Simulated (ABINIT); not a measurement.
Computed results, one entry a study.

```xyz
3
Lattice="1.605 0.927 3.494 -1.605 0.927 3.494 0.000 -1.853 3.494" Properties=species:S:1:pos:R:3 pbc="T T T" subject="MgO2 (R-3m): G0W0 with ABINIT, start to end" method="RPA screening on LDA, plane waves, norm-conserving pseudopotentials (and 2 further levels or steps)" program="ABINIT 10.8.3" settings="cutoff 38 Ha, PseudoDojo scalar-relativistic 0.4.1 standard, norm-conserving, ngkpt (4, 4, 4), nband 34, ecuteps 4 Ha, inclvkb 2, shiftk (0, 0, 0), symchi 1, awtr 1, frequency ppm, 4×4×4 k-mesh" cost="5 runs, 44 s in all on 8 MPI ranks of Arm Neoverse V1, shared host" notes="The program’s warnings: nkpt*nsppol () is not a multiple of nproc spkpt (). The cell and positions are those that the Materials Project relaxed with its own functionals (PBE, PBE+U or r2SCAN), kept fixed. The 4×4×4 mesh is coarse for this cell, which bears on the long-range parts of exchange and screening." lda_gap="2.14 eV, direct" g0w0_gap_on_the_mesh="5.04 eV" gw_settings="4×4×4 mesh, 34 bands, screening to 108.8 eV, Godby-Needs plasmon pole" known_limits="short of the basis limit; coarse k mesh"
Mg    0.000    0.000    0.000
O     0.000    0.000    4.495
O     0.000    0.000    5.987
```

[Long decimals in the printed logs are rounded to 6 places.]

[Logs are printed without paths, hosts, clocks, repeated set-up lines and the standing remarks that a program may print on its own settings, such as how far it seeks lower states.]

[Paths, hosts, dates, memory and timing lines, banners, echoed tables and standing remarks are left out of the program output; an Ansatz launch command may be rebuilt from the run's recorded settings. Measured values are a selection of at most five: reports struck by readers or far from the other reports are left out. None is set beside runs whose start may be inverted or whose files or cutoffs have a known fault.]

[Runs of the session that timed out or met a known fault of the program may be left out.]

[Hosts, paths, dates, database ids (printed as entryN), source tags and the programs' standing remarks are cut or masked in the printed files.]

[G0W0 gaps are taken among the corrected bands and points alone; a level outside them can change the order at an edge.]

[Where Ansatz stands beside ABINIT at settings called matched, ABINIT's density can come from a denser mesh and the files from another edition; pairs whose starting gaps differed by over 0.03 eV were left out, so agreement reads better than it is.]
